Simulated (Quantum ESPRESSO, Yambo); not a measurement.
**MoS2 (P6_3/mmc): G0W0 in Yambo against the screening cutoff**

How does the gap of MoS2 (P6_3/mmc) converge in the screening cutoff?

Main program and level: Yambo 5.3.0; PBE and many-body steps on it, plane waves.

The database entry behind the starting cell differs from later determinations by our own check (about 0.3 % long), so it need not match the best structure at ambient conditions.

**1. Starting point**

The structure is hexagonal, space group P6_3/mmc (No. 194). Conventional cell: a = 3.169 Å, b = 3.169 Å, c = 12.324 Å, α = 90.00°, β = 90.00°, γ = 120.00°. Nearest to Mo lie 6 S at 2.41 Å. S has 3 Mo at 2.41 Å nearest. Farther neighbours and most contacts between anions are not listed.

Coordinates:

```cif
data_structure
_symmetry_space_group_name_H-M 'P6_3/mmc'
_symmetry_Int_Tables_number 194
_cell_length_a 3.1690
_cell_length_b 3.1690
_cell_length_c 12.3240
_cell_angle_alpha 90.000
_cell_angle_beta 90.000
_cell_angle_gamma 120.000
_cell_volume 107.18
loop_
_atom_site_label
_atom_site_type_symbol
_atom_site_symmetry_multiplicity
_atom_site_Wyckoff_symbol
_atom_site_fract_x
_atom_site_fract_y
_atom_site_fract_z
_atom_site_occupancy
Mo1 Mo 2 c 0.33333 0.66667 0.25000 1
S1 S 4 f 0.33333 0.66667 0.62300 1
```

The cell and positions come from the Crystallography Open Database and are kept as given unless a step says otherwise.

**2. 2 Ha**

This step: Yambo 5.3.0; G0W0 on PBE, plane waves, norm-conserving pseudopotentials.

G0W0 replaces the xc potential by the self-energy, built once from these orbitals. Only a window of levels is corrected, while the sums run over the empty bands that the input names.

gw7.in

```
HF_and_locXC
gw0
dyson
ppa
em1d
rim_cut
RandQpts= 1000000
RandGvec= 1 RL
EXXRLvcs= 72 Ry
VXCRLvcs= 288 Ry
Chimod= "HARTREE"
% BndsRnXp
 1 | 139 |
%
NGsBlkXp= 4 Ry
% LongDrXp
 1 | 1 | 1 |
%
% GbndRnge
 1 | 139 |
%
DysSolver= "n"
ExtendOut
PPAPntXp= 27.21138 eV
% QPkrange
 1 | 1 | 25 | 28 |
 9 | 9 | 25 | 28 |
 13 | 13 | 25 | 28 |
%
```

Run with:

```bash
$ OMP_NUM_THREADS=2 mpirun -n 4 yambo -F gw7.in -J gw7 -C gw7 > gw7.log
```

Log:

```text
 Yambo, version 5.3.0

 [02] CORE Variables Setup
 =========================

  [... cell, symmetries and grids as in the set-up ...]

  [02.05] Energies & Occupations
  ==============================

  [X] === General ===
  [X] Electronic Temperature                        :  0.000000  0.000000 [eV K]
  [X] Bosonic    Temperature                        :  0.000000  0.000000 [eV K]
  [X] Finite Temperature mode                       : no
  [X] El. density                                   :  0.48515E+24 [cm-3]
  [X] Fermi Level                                   :  10.99216 [eV]

  [X] === Gaps and Widths ===
  [X] Conduction Band Min                           :  0.888808 [eV]
  [X] Valence Band Max                              :  0.000000 [eV]
  [X] Filled Bands                                  :  26
  [X] Empty Bands                                   :    27   473
  [X] Direct Gap                                    :  1.653898 [eV]
  [X] Direct Gap localized at k                     :  13
  [X] Indirect Gap                                  :  0.888808 [eV]
  [X] Indirect Gap between kpts                     :   1   9
  [X] Last valence band width                       :  1.613810 [eV]
  [X] 1st conduction band width                     :  1.216218 [eV]

 [03] Transferred momenta grid and indexing
 ==========================================

 IBZ Q-points                                      :  14
 BZ  Q-points                                      :   72

 K/Q-points units:
 rlu = crystal or reduced units; cc = cartesian coordinates; iku = interal k-units

 Q [ 1]         [rlu]:  0.000000  0.000000  0.000000
 Q [ 2]         [rlu]:  0.000000  0.000000 -0.500000
 Q [ 3]         [rlu]: -0.39822E-17  0.16667       0.0000
 Q [ 4]         [rlu]: -0.39822E-17  0.16667     -0.50000
 Q [ 5]         [rlu]: -0.79644E-17  0.33333       0.0000
 Q [ 6]         [rlu]: -0.79644E-17  0.33333     -0.50000
 Q [ 7]         [rlu]:  0.11947E-16 -0.50000       0.0000
 Q [ 8]         [rlu]:  0.11947E-16 -0.50000     -0.50000
 Q [ 9]         [rlu]:  0.166667  0.166667  0.000000
 Q [10]         [rlu]:  0.166667  0.166667 -0.500000
 Q [11]         [rlu]:  0.166667  0.333333  0.000000
 Q [12]         [rlu]:  0.166667  0.333333 -0.500000
 Q [13]         [rlu]:  0.333333  0.333333  0.000000
 Q [14]         [rlu]:  0.333333  0.333333 -0.500000

 [04] Coloumb potential Random Integration (RIM)
 ===============================================

  [04.01] RIM initialization
  ==========================

  * Diagonal components only detected *

  8 x (sBL volume)        :  0.038104 [a.u.]
  sBZ random points       :  1000000
  Points outside the sBZ  :   7994252
  RL volume               :  0.342938 [a.u.]
  Integrated volume       :  0.343185 [a.u.]

  [04.02] RIM integrals
  =====================

  Gamma point sphere radius             :  0.061039 [a.u.]
  Points outside the sphere             :   799440
  [Int_sBZ(q=0) 1/q^2]*(Vol_sBZ)^(-1/3) =:  7.614149
                                 should be <:  7.795600

  Summary of Coulomb integrals for non-metallic bands |Q|[au] RIM/Bare

  Q [1] 0.100000E-4 0.976724 * Q [2] 0.134896 0.909773
  Q [3] 0.201919 1.106674 * Q [4] 0.242834 1.050517
  Q [9] 0.349734 1.035767 * Q [10] 0.374847 1.026735
  Q [5] 0.403838 1.026483 * Q [6] 0.425772 1.021260
  Q [11] 0.534227 1.015464 * Q [12] 0.550995 1.013641
  Q [7] 0.605757 1.012041 * Q [8] 0.620595 1.010959
  Q [13] 0.699467 1.009340 * Q [14] 0.712356 1.008709

 [WARNING] [Xp] User bands 1-139 break level degeneracy

 [05] Dipoles
 ============

  [05.01] Setup: observables and procedures
  =========================================

  [WARNING] [x,Vnl] slows the Dipoles computation. To neglect it rename the ns.kb_pp file

 [06] Dynamic Dielectric Matrix (PPA)
 ====================================

 [WR./gw7//ndb.pp]---------------------------------------------------------------
  Brillouin Zone Q/K grids (IBZ/BZ)                :   14   72   14   72
  RL vectors                                       :   9289 [WF]
  Coulomb cutoff potential                         : none
  Electronic Temperature                           :  0.000000 [K]
  Bosonic    Temperature                           :  0.000000 [K]
  PPA    diel. fun.  energies                      : Perdew, Burke & Ernzerhof(X)+Perdew, Burke & Ernzerhof(C)
  wavefunctions                                    : Perdew, Burke & Ernzerhof(X)+Perdew, Burke & Ernzerhof(C)
  Global Gauge                                     : length
  X matrix size                                    :   93
  X band range                                     :    1  139
  X e/h energy range                               : -1.000000 -1.000000 [eV]
  X Time ordering                                  : R
  X Hxc Kernel                                     : HARTREE
  X Drude frequency                                :  0.000000  0.000000
  X poles                                          :  100.0000 [o/o]
  RL vectors in the sum                            :   9289
  [r,Vnl] included                                 : yes
  Field direction                                  :  0.577350E-5  0.577350E-5  0.577350E-5
  BZ energy Double Grid                            : no
  BZ energy DbGd points                            : 0
  BZ Q point size factor                           : -1.000000
  X Optical Averaged directions                    : none

 [07] Local Exchange-Correlation + Non-Local Fock
 ================================================

 [VXC] Plane waves :   59645
 [EXS] Plane waves :   7461

 QP @ state[ 1 ] K range:  1  1
 QP @ state[ 1 ] b range:  25  28
 QP @ state[ 2 ] K range:   9   9
 QP @ state[ 2 ] b range:  25  28
 QP @ state[ 3 ] K range:  13  13
 QP @ state[ 3 ] b range:  25  28

 [xc] Functional : Perdew, Burke & Ernzerhof(X)+Perdew, Burke & Ernzerhof(C)
 [xc] LIBXC used to calculate xc functional
  PP Number of Atomic Species                      :  2
  NLCC RL compoments                               :   59645
  PP Number of Atomic Species                      :  2
  NLCC RL compoments                               :   59645

 [xc] E_xc :  -24.88331 [Ha]
      E_xc :  -49.76663 [Ry]

  Local XC kind (lXC) : Perdew, Burke & Ernzerhof(X)+Perdew, Burke & Ernzerhof(C)
  Non-Local XC kind (nlXC) : Hartree-Fock

  Corrections @ K [1] :  [eV]
 <25|nlXC|25> = -16.53592  0.81480E-17 <25|lXC|25> = -15.41329 -0.23602E-16
 <26|nlXC|26> = -16.96836 -0.62337E-18 <26|lXC|26> = -16.39175 -0.18882E-15
 <27|nlXC|27> = -11.21797  0.75091E-18 <27|lXC|27> = -15.68152  0.000000
 <28|nlXC|28> = -11.21809  0.18998E-18 <28|lXC|28> = -15.68152  0.000000

  Corrections @ K [9] :  [eV]
 <25|nlXC|25> = -17.37658  0.29490E-17 <25|lXC|25> = -16.02372 -0.11801E-15
 <26|nlXC|26> = -17.45280 -0.49819E-17 <26|lXC|26> = -16.15519  0.000000
[...]
Corrections @ K [13] :  [eV]
[...]
<26|nlXC|26> = -16.95866  0.11179E-16 <26|lXC|26> = -16.51729  0.14751E-17
 <27|nlXC|27> = -13.42782 -0.36231E-17 <27|lXC|27> = -17.61132  0.000000
 <28|nlXC|28> = -13.42782 -0.12641E-17 <28|lXC|28> = -17.61132 -0.15341E-15

 [08] Dyson equation: Newton solver
 ==================================

  [08.01] G0W0 (W PPA)
  ====================

  [  GW  ] Bands range     :    1  139
  [GW/PPA] G damping       :  0.100000 [eV]

  QP @ state[ 1 ] K range:  1  1
  QP @ state[ 1 ] b range:  25  28
  QP @ state[ 2 ] K range:   9   9
  QP @ state[ 2 ] b range:  25  28
  QP @ state[ 3 ] K range:  13  13
  QP @ state[ 3 ] b range:  25  28

   Sc/G bands                                       :    1  139
   Sc/G damping                                     :  0.100000 ev
   Sc bands terminator                              : no
   Sx RL components                                 :   7461

   QP @ state[ 1 ] K range                          :  1  1
   QP @ state[ 1 ] b range                          :  25  28
   QP @ state[ 2 ] K range                          :   9   9
   QP @ state[ 2 ] b range                          :  25  28
   QP @ state[ 3 ] K range                          :  13  13
   QP @ state[ 3 ] b range                          :  25  28
   GF energies kind                                 : Perdew, Burke & Ernzerhof(X)+Perdew, Burke & Ernzerhof(C)
   GF WF`s kind                                     : Perdew, Burke & Ernzerhof(X)+Perdew, Burke & Ernzerhof(C)
   Xs energies kind                                 : Perdew, Burke & Ernzerhof(X)+Perdew, Burke & Ernzerhof(C)
   Xs WF`s kind                                     : Perdew, Burke & Ernzerhof(X)+Perdew, Burke & Ernzerhof(C)

 [11] Game Over & Game summary
```

Elapsed: 2.9 min, on 4 MPI ranks of Arm Neoverse V2, shared host; peak memory 3.8 GiB.

Numbers from this step:

```
G0W0 gap on the points computed              : 1.127 eV
starting gap on the mesh                     : 0.8888 eV
k of the valence top                         : 0, 0, 0
k of the conduction bottom                   : 0.1667, 0.1667, 0
least direct G0W0 gap on the computed points : 2.235 eV
Z at the valence top                         : 0.7885
Z at the conduction bottom                   : 0.7947
```

The gap on the mesh goes from 0.89 eV to 1.13 eV, a correction of +0.24 eV.

**3. 3 Ha**

gw8.in, as its differences from gw7.in of step 2:

```diff
@@ -14,3 +14,3 @@
 %
-NGsBlkXp= 4 Ry
+NGsBlkXp= 6 Ry
 % LongDrXp
```

Run with:

```bash
$ OMP_NUM_THREADS=2 mpirun -n 4 yambo -F gw8.in -J gw8 -C gw8 > gw8.log
```

Log:

```text
 Yambo, version 5.3.0

 [02] CORE Variables Setup
 =========================

  [... cell, symmetries and grids as in the set-up ...]

  [02.05] Energies & Occupations
  ==============================

  [X] === General ===
  [X] Electronic Temperature                        :  0.000000  0.000000 [eV K]
  [X] Bosonic    Temperature                        :  0.000000  0.000000 [eV K]
  [X] Finite Temperature mode                       : no
  [X] El. density                                   :  0.48515E+24 [cm-3]
  [X] Fermi Level                                   :  10.99216 [eV]

  [X] === Gaps and Widths ===
  [X] Conduction Band Min                           :  0.888808 [eV]
  [X] Valence Band Max                              :  0.000000 [eV]
  [X] Filled Bands                                  :  26
  [X] Empty Bands                                   :    27   473
  [X] Direct Gap                                    :  1.653898 [eV]
  [X] Direct Gap localized at k                     :  13
  [X] Indirect Gap                                  :  0.888808 [eV]
  [X] Indirect Gap between kpts                     :   1   9
  [X] Last valence band width                       :  1.613810 [eV]
  [X] 1st conduction band width                     :  1.216218 [eV]

 [03] Transferred momenta grid and indexing
 ==========================================

 IBZ Q-points                                      :  14
 BZ  Q-points                                      :   72

 K/Q-points units:
 rlu = crystal or reduced units; cc = cartesian coordinates; iku = interal k-units

 Q [ 1]         [rlu]:  0.000000  0.000000  0.000000
 Q [ 2]         [rlu]:  0.000000  0.000000 -0.500000
 Q [ 3]         [rlu]: -0.39822E-17  0.16667       0.0000
[...]
Local XC kind (lXC) : Perdew, Burke & Ernzerhof(X)+Perdew, Burke & Ernzerhof(C)
  Non-Local XC kind (nlXC) : Hartree-Fock

  Corrections @ K [1] :  [eV]
 <25|nlXC|25> = -16.53592  0.81480E-17 <25|lXC|25> = -15.41329 -0.23602E-16
 <26|nlXC|26> = -16.96836 -0.62337E-18 <26|lXC|26> = -16.39175 -0.18882E-15
 <27|nlXC|27> = -11.21797  0.75091E-18 <27|lXC|27> = -15.68152  0.000000
[...]
Corrections @ K [9] :  [eV]
[...]
Corrections @ K [13] :  [eV]
[...]
<27|nlXC|27> = -13.42782 -0.36231E-17 <27|lXC|27> = -17.61132  0.000000
 <28|nlXC|28> = -13.42782 -0.12641E-17 <28|lXC|28> = -17.61132 -0.15341E-15

 [08] Dyson equation: Newton solver
 ==================================

  [08.01] G0W0 (W PPA)
  ====================

  [  GW  ] Bands range     :    1  139
  [GW/PPA] G damping       :  0.100000 [eV]

  QP @ state[ 1 ] K range:  1  1
  QP @ state[ 1 ] b range:  25  28
  QP @ state[ 2 ] K range:   9   9
  QP @ state[ 2 ] b range:  25  28
  QP @ state[ 3 ] K range:  13  13
  QP @ state[ 3 ] b range:  25  28

   Sc/G bands                                       :    1  139
   Sc/G damping                                     :  0.100000 ev
   Sc bands terminator                              : no
   Sx RL components                                 :   7461

   QP @ state[ 1 ] K range                          :  1  1
   QP @ state[ 1 ] b range                          :  25  28
   QP @ state[ 2 ] K range                          :   9   9
   QP @ state[ 2 ] b range                          :  25  28
   QP @ state[ 3 ] K range                          :  13  13
   QP @ state[ 3 ] b range                          :  25  28
   GF energies kind                                 : Perdew, Burke & Ernzerhof(X)+Perdew, Burke & Ernzerhof(C)
   GF WF`s kind                                     : Perdew, Burke & Ernzerhof(X)+Perdew, Burke & Ernzerhof(C)
   Xs energies kind                                 : Perdew, Burke & Ernzerhof(X)+Perdew, Burke & Ernzerhof(C)
   Xs WF`s kind                                     : Perdew, Burke & Ernzerhof(X)+Perdew, Burke & Ernzerhof(C)

 [11] Game Over & Game summary
```

Elapsed: 3.4 min, on 4 MPI ranks; peak memory 3.7 GiB.

This step gave:

| Property | Result |
| --- | --- |
| G0W0 gap on the points computed | 1.209 eV |
| starting gap on the mesh | 0.8888 eV |
| k of the valence top | 0, 0, 0 |
| k of the conduction bottom | 0.1667, 0.1667, 0 |
| least direct G0W0 gap on the computed points | 2.200 eV |
| Z at the valence top | 0.7831 |
| Z at the conduction bottom | 0.7907 |

Against the run before, the gap moves by +0.082 eV.

**4. 6 Ha**

gw9.in, as its differences from gw8.in of step 3:

```diff
@@ -14,3 +14,3 @@
 %
-NGsBlkXp= 6 Ry
+NGsBlkXp= 12 Ry
 % LongDrXp
```

Run with:

```bash
$ OMP_NUM_THREADS=2 mpirun -n 4 yambo -F gw9.in -J gw9 -C gw9 > gw9.log
```

Log:

```text
 Yambo, version 5.3.0

 [02] CORE Variables Setup
 =========================

  [... cell, symmetries and grids as in the set-up ...]

  [02.05] Energies & Occupations
  ==============================

  [X] === General ===
  [X] Electronic Temperature                        :  0.000000  0.000000 [eV K]
  [X] Bosonic    Temperature                        :  0.000000  0.000000 [eV K]
  [X] Finite Temperature mode                       : no
  [X] El. density                                   :  0.48515E+24 [cm-3]
[...]
QP @ state[ 2 ] b range                          :  25  28
   QP @ state[ 3 ] K range                          :  13  13
   QP @ state[ 3 ] b range                          :  25  28
   GF energies kind                                 : Perdew, Burke & Ernzerhof(X)+Perdew, Burke & Ernzerhof(C)
   GF WF`s kind                                     : Perdew, Burke & Ernzerhof(X)+Perdew, Burke & Ernzerhof(C)
   Xs energies kind                                 : Perdew, Burke & Ernzerhof(X)+Perdew, Burke & Ernzerhof(C)
   Xs WF`s kind                                     : Perdew, Burke & Ernzerhof(X)+Perdew, Burke & Ernzerhof(C)

 [11] Game Over & Game summary
```

Run time: 8 min. Hardware: 4 MPI ranks; peak memory 3.7 GiB; 59 min of CPU time.

This step gave:

- G0W0 gap on the points computed: 1.260 eV
- starting gap on the mesh: 0.8888 eV
- k of the valence top: 0, 0, 0
- k of the conduction bottom: 0.1667, 0.1667, 0
- least direct G0W0 gap on the computed points: 2.236 eV

Against the run before, the gap moves by +0.051 eV.

**5. 7.5 Ha**

gw10.in, as its differences from gw9.in of step 4:

```diff
@@ -14,3 +14,3 @@
 %
-NGsBlkXp= 12 Ry
+NGsBlkXp= 15 Ry
 % LongDrXp
```

Run with:

```bash
$ OMP_NUM_THREADS=2 mpirun -n 4 yambo -F gw10.in -J gw10 -C gw10 > gw10.log
```

Log:

```text
 Yambo, version 5.3.0

 [02] CORE Variables Setup
 =========================

  [... cell, symmetries and grids as in the set-up ...]

  [02.05] Energies & Occupations
  ==============================

  [X] === General ===
  [X] Electronic Temperature                        :  0.000000  0.000000 [eV K]
  [X] Bosonic    Temperature                        :  0.000000  0.000000 [eV K]
  [X] Finite Temperature mode                       : no
  [X] El. density                                   :  0.48515E+24 [cm-3]
[...]
QP @ state[ 2 ] b range                          :  25  28
   QP @ state[ 3 ] K range                          :  13  13
   QP @ state[ 3 ] b range                          :  25  28
   GF energies kind                                 : Perdew, Burke & Ernzerhof(X)+Perdew, Burke & Ernzerhof(C)
   GF WF`s kind                                     : Perdew, Burke & Ernzerhof(X)+Perdew, Burke & Ernzerhof(C)
   Xs energies kind                                 : Perdew, Burke & Ernzerhof(X)+Perdew, Burke & Ernzerhof(C)
   Xs WF`s kind                                     : Perdew, Burke & Ernzerhof(X)+Perdew, Burke & Ernzerhof(C)

 [11] Game Over & Game summary
```

Elapsed: 13 min, on 4 MPI ranks; peak memory 3.7 GiB.

This step gave:

| Property | Result |
| --- | --- |
| G0W0 gap on the points computed | 1.267 eV |
| starting gap on the mesh | 0.8888 eV |
| k of the valence top | 0, 0, 0 |
| k of the conduction bottom | 0.1667, 0.1667, 0 |
| least direct G0W0 gap on the computed points | 2.237 eV |

Against the run before, the gap moves by +0.007 eV.

**6. Side by side**

Times are wall times on 4 MPI ranks of Arm Neoverse V2, shared host, good to a factor of about two.

```
   run   mesh  bands  screening cutoff (eV)  DFT gap (eV)  gap on the mesh (eV)  direct (eV)     time
  2 Ha  6×6×2    139                   54.4         0.889                 1.127        2.235  2.9 min
  3 Ha  6×6×2    139                   81.6         0.889                 1.209        2.200  3.4 min
  6 Ha  6×6×2    139                  163.3         0.889                 1.260        2.236    8 min
7.5 Ha  6×6×2    139                  204.1         0.889                 1.267        2.237   13 min
```

**7. Summary of results**

* 2 Ha: 1.127 eV
* 3 Ha: 1.209 eV
* 6 Ha: 1.260 eV
* 7.5 Ha: 1.267 eV
* known limits: not at the basis limit; no spin-orbit coupling; coarse k mesh

**Reading.** The setting moved: screening cutoff. From 2 Ha to 7.5 Ha the gap moves by +0.14 eV, for 4.4 times the time. It holds to 0.03 eV from 6 Ha on. Bands and screening cutoff are coupled, so a series along one setting does not show full convergence. Bands and cutoff are finite, so the gap is not at the basis limit. The miss can reach some tenths of an eV and take either sign; the mesh is an error of its own. In the G0W0 runs levels were corrected at 3 k points alone, so a gap called «on the mesh» is the least over those, and an edge elsewhere would be missed. The 6×6×2 mesh is coarse for this cell, which bears on the long-range parts of exchange and screening. The many-body steps are scalar-relativistic: spin-orbit coupling is not in them.

[Paths, hosts, dates, memory and timing lines, banners, echoed tables and standing remarks are left out of the program output.]

[Logs are printed without paths, hosts, clocks, repeated set-up lines and the standing remarks that a program may print on its own settings, such as how far it seeks lower states.]

[Runs of the session that timed out or met a known fault of the program may be left out.]

[Hosts, paths, dates, database ids (printed as entryN), source tags and the programs' standing remarks are cut or masked in the printed files.]
